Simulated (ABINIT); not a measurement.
**How the form of the self-energy moves the gap of SiC (Moissanite)**

Wanted: the gap of SiC (Moissanite) under several approximations, with cost.

Method: PBE and many-body steps on it, plane waves, in ABINIT 10.8.3.

**Experimental background.**

- Gap 3.33 eV: band gap at cryogenic temperature; bulk crystal (literature value) (quoted in “Silicon carbide diodes for neutron detection”, 2020, arxiv:2009.14696).

This is a report of a sequence of runs, with most program output left out.

## 1. Starting point

Symmetry: P6_3mc, No. 186, hexagonal system. The conventional cell has a = 3.076 Å, b = 3.076 Å, c = 5.048 Å, α = 90.00°, β = 90.00°, γ = 120.00°. Si has 4 C at 1.87 to 1.94 Å nearest. Nearest to C lie 4 Si at 1.87 to 1.94 Å. Farther neighbours are not listed.

Coordinates:

```cif
data_structure
_symmetry_space_group_name_H-M 'P6_3mc'
_symmetry_Int_Tables_number 186
_cell_length_a 3.0760
_cell_length_b 3.0760
_cell_length_c 5.0480
_cell_angle_alpha 90.000
_cell_angle_beta 90.000
_cell_angle_gamma 120.000
_cell_volume 41.36
loop_
_atom_site_label
_atom_site_type_symbol
_atom_site_symmetry_multiplicity
_atom_site_Wyckoff_symbol
_atom_site_fract_x
_atom_site_fract_y
_atom_site_fract_z
_atom_site_occupancy
Si1 Si 2 b 0.33333 0.66667 0.00000 1
C1 C 2 b 0.33333 0.66667 0.38500 1
```

The cell and positions come from the Crystallography Open Database and are kept as given unless a step says otherwise.

## 2. Empty states on the mesh, 6×6×4 mesh, 188 bands

This step: ABINIT 10.8.3; DFT, PBE, plane waves, norm-conserving pseudopotentials.

The sums over transitions need many empty states on a uniform mesh; this step solves for them.

Contents of run.abi:

```
acell 3*1.0 Angstrom
rprim 
  3.075999999976 0.000000000005 0.000000000000
  -1.537999999993 2.663894142018 0.000000000000
  0.000000000000 0.000000000000 5.048000000000
ntypat 2
znucl 14 6
natom 4
typat 1 1 2 2
xred 
  0.333333333333 0.666666666667 0.000000000000
  0.666666666667 0.333333333333 0.500000000000
  0.333333333333 0.666666666667 0.385000000000
  0.666666666667 0.333333333333 0.885000000000
pp_dirpath "pseudos"
pseudos "Si.upf, C.upf"
ecut 37
ngkpt 6 6 4
nshiftk 1
shiftk 0 0 0
kptopt 1
chksymbreak 0
irdden 1
istwfk *1
nband 188
prtvol 0
optdriver 6
gwr_task "HDIAGO"
paral_kgb 0
occopt 1
indata_prefix "in"
outdata_prefix "out"
tmpdata_prefix "tmp"
```

On the command line:

```console
> OMP_NUM_THREADS=1 mpirun -n 4 abinit run.abi > log
```

Elapsed: 1.9 min, on 4 MPI ranks of Arm Neoverse V2, shared host; peak memory 2.2 GiB; 7.7 min of CPU time.

Numbers from this step:

```yaml
gap: 2.329 eV
k_of_the_valence_top: 0, 0, 0
k_of_the_conduction_bottom: 0.3333, 0.3333, 0
least_direct_gap: 4.083 eV
k_points_computed: 21
lowest_point_of_the_top_converged_band_above_the_valence_top: 131.0627 eV
```

On this mesh the gap is 2.329 eV.

The density comes from a self-consistent run that is not shown.

## 3. Screening, 6×6×4 mesh, 180 bands, screening to 228.6 eV

The RPA dielectric matrix is built and inverted for each q.

This step: RPA screening on PBE, plane waves, norm-conserving pseudopotentials.

run.abi, as its differences from that of step 2:

```diff
@@ -22,10 +22,11 @@
 chksymbreak 0
-irdden 1
 istwfk *1
-nband 188
-prtvol 0
-optdriver 6
-gwr_task "HDIAGO"
-paral_kgb 0
 occopt 1
+irdwfk 1
+optdriver 3
+nband 180
+ecuteps 8.4
+inclvkb 2
+awtr 1
+symchi 1
 indata_prefix "in"
```

The job ended after 4.6 min (4 MPI ranks; peak memory 2.1 GiB; 18 min of CPU time).

Numbers from this step:

- ε∞ with local fields, on this mesh, along the program's q direction: 6.843
- the same without local fields: 7.494
- plasma frequency: 23.09 eV
- plane waves in the screening matrix: 313

Local fields lower ε∞ by 9 %.

## 4. G0W0, Godby-Needs plasmon pole

The self-energy is evaluated for the states that the input lists, and the levels follow from it, in one-shot runs by the linearised quasiparticle equation.

This step: G0W0 on PBE, plane waves, norm-conserving pseudopotentials.

run.abi, as its differences from that of step 3:

```diff
@@ -25,8 +25,19 @@
 irdwfk 1
-optdriver 3
+optdriver 4
 nband 180
+gwcalctyp 0
+ecutsigx 37
+symsigma 1
+nkptgw 3
+kptgw 
+  0.0000000000 0.0000000000 0.0000000000
+  0.3333333333 0.3333333333 0.0000000000
+  0.5000000000 0.0000000000 0.0000000000
+bdgw 
+  6 10
+  7 10
+  7 10
 ecuteps 8.4
-inclvkb 2
-awtr 1
-symchi 1
+irdscr 1
+ppmodel 1
 indata_prefix "in"
```

Run time: 70 s. Hardware: 4 MPI ranks; peak memory 2.3 GiB.

Numbers from this step:

| Quantity | Value |
| --- | --- |
| G0W0 gap on the points computed | 3.018 eV |
| starting gap on the mesh | 2.329 eV |
| k of the valence top | 0, 0, 0 |
| k of the conduction bottom | 0.3333, 0.3333, 0 |
| Z at the valence top | 0.793 |
| Z at the conduction bottom | 0.825 |
| least direct G0W0 gap on the computed points | 5.014 eV |

The gap on the mesh goes from 2.33 eV to 3.02 eV, a correction of +0.69 eV.

## 5. G0W0, Hybertsen-Louie plasmon pole

run.abi, as its differences from that of step 4:

```diff
@@ -41,3 +41,3 @@
 irdscr 1
-ppmodel 1
+ppmodel 2
 indata_prefix "in"
```

Elapsed: 67 s, on 4 MPI ranks; peak memory 2.2 GiB.

Numbers from this step:

```yaml
g0w0_gap_on_the_points_computed: 3.128 eV
starting_gap_on_the_mesh: 2.329 eV
k_of_the_valence_top: 0, 0, 0
k_of_the_conduction_bottom: 0.3333, 0.3333, 0
z_at_the_valence_top: 0.816
z_at_the_conduction_bottom: 0.842
least_direct_g0w0_gap_on_the_computed_points: 5.142 eV
```

Against G0W0 in ABINIT (6×6×4 mesh, 180 bands, screening to 228.6 eV, Godby-Needs plasmon pole), the gap moves by +0.110 eV.

## 6. G0W0, von der Linden-Horsch plasmon pole

run.abi, as its differences from that of step 5:

```diff
@@ -41,3 +41,3 @@
 irdscr 1
-ppmodel 2
+ppmodel 3
 indata_prefix "in"
```

It took 25 s on 4 MPI ranks; peak memory 2.1 GiB; 1.7 min of CPU time.

Numbers from this step:

* G0W0 gap on the points computed: 2.988 eV
* starting gap on the mesh: 2.329 eV
* k of the valence top: 0, 0, 0
* k of the conduction bottom: 0.3333, 0.3333, 0
* least direct G0W0 gap on the computed points: 5.008 eV

Against G0W0 in ABINIT (6×6×4 mesh, 180 bands, screening to 228.6 eV, Godby-Needs plasmon pole), the gap moves by −0.030 eV.

## 7. G0W0, Engel-Farid plasmon pole

run.abi, as its differences from that of step 6:

```diff
@@ -41,3 +41,3 @@
 irdscr 1
-ppmodel 3
+ppmodel 4
 indata_prefix "in"
```

Wall time 25 s (4 MPI ranks); peak memory 2.1 GiB; 1.7 min of CPU time.

Numbers from this step:

```
G0W0 gap on the points computed              : 3.156 eV
starting gap on the mesh                     : 2.329 eV
k of the valence top                         : 0, 0, 0
k of the conduction bottom                   : 0.3333, 0.3333, 0
least direct G0W0 gap on the computed points : 5.137 eV
```

Against G0W0 in ABINIT (6×6×4 mesh, 180 bands, screening to 228.6 eV, Godby-Needs plasmon pole), the gap moves by +0.138 eV.

## 8. One-shot Hartree-Fock

This step: one-shot Hartree-Fock on PBE, plane waves, norm-conserving pseudopotentials.

run.abi, as its differences from that of step 7:

```diff
@@ -26,4 +26,4 @@
 optdriver 4
-nband 180
-gwcalctyp 0
+nband 12
+gwcalctyp 5
 ecutsigx 37
@@ -39,5 +39,4 @@
   7 10
-ecuteps 8.4
-irdscr 1
-ppmodel 4
+ixc_sigma 40
+fftgw 31
 indata_prefix "in"
```

Elapsed: 2.5 s, on 4 MPI ranks; peak memory 0.15 GiB; 9.4 s of CPU time.

Numbers from this step:

```
quasiparticle gap on the points computed              : 9.036 eV
starting gap on the mesh                              : 2.329 eV
k of the valence top                                  : 0, 0, 0
k of the conduction bottom                            : 0.3333, 0.3333, 0
least direct quasiparticle gap on the computed points : 11.77 eV
```

Against G0W0 in ABINIT (6×6×4 mesh, 180 bands, screening to 228.6 eV, Godby-Needs plasmon pole), the gap moves by +6.018 eV.

## 9. Screening, 6×6×4 mesh, 180 bands, screening to 228.6 eV

This step: RPA screening on PBE, plane waves, norm-conserving pseudopotentials.

run.abi, as its differences from that of step 8:

```diff
@@ -25,18 +25,13 @@
 irdwfk 1
-optdriver 4
-nband 12
-gwcalctyp 5
-ecutsigx 37
-symsigma 1
-nkptgw 3
-kptgw 
-  0.0000000000 0.0000000000 0.0000000000
-  0.3333333333 0.3333333333 0.0000000000
-  0.5000000000 0.0000000000 0.0000000000
-bdgw 
-  6 10
-  7 10
-  7 10
-ixc_sigma 40
-fftgw 31
+optdriver 3
+nband 180
+ecuteps 8.4
+inclvkb 2
+awtr 1
+symchi 1
+gwcalctyp 2
+nfreqre 16
+freqremax 40 eV
+nfreqim 8
+spmeth 0
 indata_prefix "in"
```

Wall time 35 min (4 MPI ranks); peak memory 2.2 GiB; 2.3 h of CPU time.

This step gave:

| Property | Result |
| --- | --- |
| ε∞ with local fields, on this mesh, along the program's q direction | 6.843 |
| the same without local fields | 7.494 |
| plasma frequency | 23.09 eV |
| plane waves in the screening matrix | 313 |

## 10. G0W0, contour deformation

This step: G0W0 on PBE, plane waves, norm-conserving pseudopotentials.

run.abi, as its differences from that of step 9:

```diff
@@ -25,13 +25,18 @@
 irdwfk 1
-optdriver 3
+optdriver 4
 nband 180
+gwcalctyp 2
+ecutsigx 37
+symsigma 1
+nkptgw 3
+kptgw 
+  0.0000000000 0.0000000000 0.0000000000
+  0.3333333333 0.3333333333 0.0000000000
+  0.5000000000 0.0000000000 0.0000000000
+bdgw 
+  6 10
+  7 10
+  7 10
 ecuteps 8.4
-inclvkb 2
-awtr 1
-symchi 1
-gwcalctyp 2
-nfreqre 16
-freqremax 40 eV
-nfreqim 8
-spmeth 0
+irdscr 1
 indata_prefix "in"
```

Run time: 57 s. Hardware: 4 MPI ranks; peak memory 3.3 GiB.

This step gave:

- G0W0 gap on the points computed: 3.091 eV
- starting gap on the mesh: 2.329 eV
- k of the valence top: 0, 0, 0
- k of the conduction bottom: 0.3333, 0.3333, 0
- least direct G0W0 gap on the computed points: 5.071 eV

Against G0W0 in ABINIT (6×6×4 mesh, 180 bands, screening to 228.6 eV, Godby-Needs plasmon pole), the gap moves by +0.073 eV.

## 11. Screening, 6×6×4 mesh, 180 bands, screening to 228.6 eV

This step: RPA screening on PBE, plane waves, norm-conserving pseudopotentials.

run.abi, as its differences from that of step 10:

```diff
@@ -25,18 +25,11 @@
 irdwfk 1
-optdriver 4
+optdriver 3
 nband 180
-gwcalctyp 2
-ecutsigx 37
-symsigma 1
-nkptgw 3
-kptgw 
-  0.0000000000 0.0000000000 0.0000000000
-  0.3333333333 0.3333333333 0.0000000000
-  0.5000000000 0.0000000000 0.0000000000
-bdgw 
-  6 10
-  7 10
-  7 10
 ecuteps 8.4
-irdscr 1
+inclvkb 2
+awtr 1
+symchi 1
+gwcalctyp 1
+nfreqre 0
+nfreqim 16
 indata_prefix "in"
```

Elapsed: 19 min, on 4 MPI ranks; peak memory 2.2 GiB; 78 min of CPU time.

This step gave:

* ε∞ with local fields, on this mesh, along the program's q direction: 6.843
* the same without local fields: 7.494
* plasma frequency: 23.09 eV
* plane waves in the screening matrix: 313

## 12. G0W0, analytic continuation

This step: G0W0 on PBE, plane waves, norm-conserving pseudopotentials.

run.abi, as its differences from that of step 11:

```diff
@@ -25,11 +25,20 @@
 irdwfk 1
-optdriver 3
+optdriver 4
 nband 180
+gwcalctyp 1
+ecutsigx 37
+symsigma 1
+nkptgw 3
+kptgw 
+  0.0000000000 0.0000000000 0.0000000000
+  0.3333333333 0.3333333333 0.0000000000
+  0.5000000000 0.0000000000 0.0000000000
+bdgw 
+  6 10
+  7 10
+  7 10
 ecuteps 8.4
-inclvkb 2
-awtr 1
-symchi 1
-gwcalctyp 1
-nfreqre 0
-nfreqim 16
+irdscr 1
+nomegasi 12
+omegasimax 25 eV
 indata_prefix "in"
```

The job ended after 60 s (4 MPI ranks; peak memory 2.9 GiB).

Numbers from this step:

```yaml
g0w0_gap_on_the_points_computed: 3.100 eV
starting_gap_on_the_mesh: 2.329 eV
k_of_the_valence_top: 0, 0, 0
k_of_the_conduction_bottom: 0.3333, 0.3333, 0
least_direct_g0w0_gap_on_the_computed_points: 5.136 eV
```

Against G0W0 in ABINIT (6×6×4 mesh, 180 bands, screening to 228.6 eV, Godby-Needs plasmon pole), the gap moves by +0.082 eV.

## 13. Side by side

Times are wall times on 4 MPI ranks of Arm Neoverse V2, shared host, good to a factor of about two. A run's time includes the screening step that it read.

| run | mesh | bands | screening cutoff (eV) | DFT gap (eV) | gap on the mesh (eV) | direct (eV) | ε∞ used | time |
| --- | --- | --- | --- | --- | --- | --- | --- | --- |
| G0W0, Godby-Needs plasmon pole | 6×6×4 | 180 | 228.6 | 2.329 | 3.018 | 5.014 | 6.84 | 5.8 min |
| G0W0, Hybertsen-Louie plasmon pole | 6×6×4 | 180 | 228.6 | 2.329 | 3.128 | 5.142 | 6.84 | 5.7 min |
| G0W0, von der Linden-Horsch plasmon pole | 6×6×4 | 180 | 228.6 | 2.329 | 2.988 | 5.008 | 6.84 | 5 min |
| G0W0, Engel-Farid plasmon pole | 6×6×4 | 180 | 228.6 | 2.329 | 3.156 | 5.137 | 6.84 | 5 min |
| one-shot Hartree-Fock | 6×6×4 | - | - | 2.329 | 9.036 | 11.771 | - | 2.5 s |
| G0W0, contour deformation | 6×6×4 | 180 | 228.6 | 2.329 | 3.091 | 5.071 | 6.84 | 35 min |
| G0W0, analytic continuation | 6×6×4 | 180 | 228.6 | 2.329 | 3.100 | 5.136 | 6.84 | 20 min |

## 14. Outcome

| Property | Result |
| --- | --- |
| G0W0, Godby-Needs plasmon pole | 3.018 eV |
| G0W0, Hybertsen-Louie plasmon pole | 3.128 eV |
| G0W0, von der Linden-Horsch plasmon pole | 2.988 eV |
| G0W0, Engel-Farid plasmon pole | 3.156 eV |
| one-shot Hartree-Fock | 9.036 eV |
| G0W0, contour deformation | 3.091 eV |
| G0W0, analytic continuation | 3.100 eV |
| known limits | not at the basis limit |

In words: G0W0, Hybertsen-Louie plasmon pole: +0.110 eV against G0W0, Godby-Needs plasmon pole. G0W0, von der Linden-Horsch plasmon pole: −0.030 eV against G0W0, Godby-Needs plasmon pole. G0W0, Engel-Farid plasmon pole: +0.138 eV against G0W0, Godby-Needs plasmon pole. One-shot Hartree-Fock: +6.018 eV against G0W0, Godby-Needs plasmon pole. G0W0, contour deformation: +0.073 eV against G0W0, Godby-Needs plasmon pole. G0W0, analytic continuation: +0.082 eV against G0W0, Godby-Needs plasmon pole. Bare exchange alone opens the gap to 9.04 eV; against G0W0, correlation takes back 6.02 eV. Against experiment, by G0W0, Godby-Needs plasmon pole: the gap of 3.02 eV lies −0.31 eV from the measured 3.33 eV (kind not stated, quoted 2020). These are gaps on the mesh, at modest bands and cutoff. The calculation has static nuclei and no excitons; a measured gap holds zero-point and thermal motion, which mostly lowers it. Bands and cutoff are finite, so the gap is not at the basis limit. The miss can reach some tenths of an eV and take either sign; the mesh is an error of its own. In the G0W0 runs levels were corrected at 3 k points alone, so a gap called «on the mesh» is the least over those, and an edge elsewhere would be missed.

[Paths, hosts, dates, memory and timing lines, banners, echoed tables and standing remarks are left out of the program output.]

[Logs are printed without paths, hosts, clocks, repeated set-up lines and the standing remarks that a program may print on its own settings, such as how far it seeks lower states.]

[Runs of the session that timed out or met a known fault of the program may be left out.]

[Hosts, paths, dates, database ids (printed as entryN), source tags and the programs' standing remarks are cut or masked in the printed files.]

[G0W0 gaps are taken among the corrected bands and points alone; a level outside them can change the order at an edge.]

[Where Ansatz stands beside ABINIT at settings called matched, ABINIT's density can come from a denser mesh and the files from another edition; pairs whose starting gaps differed by over 0.03 eV were left out, so agreement reads better than it is.]
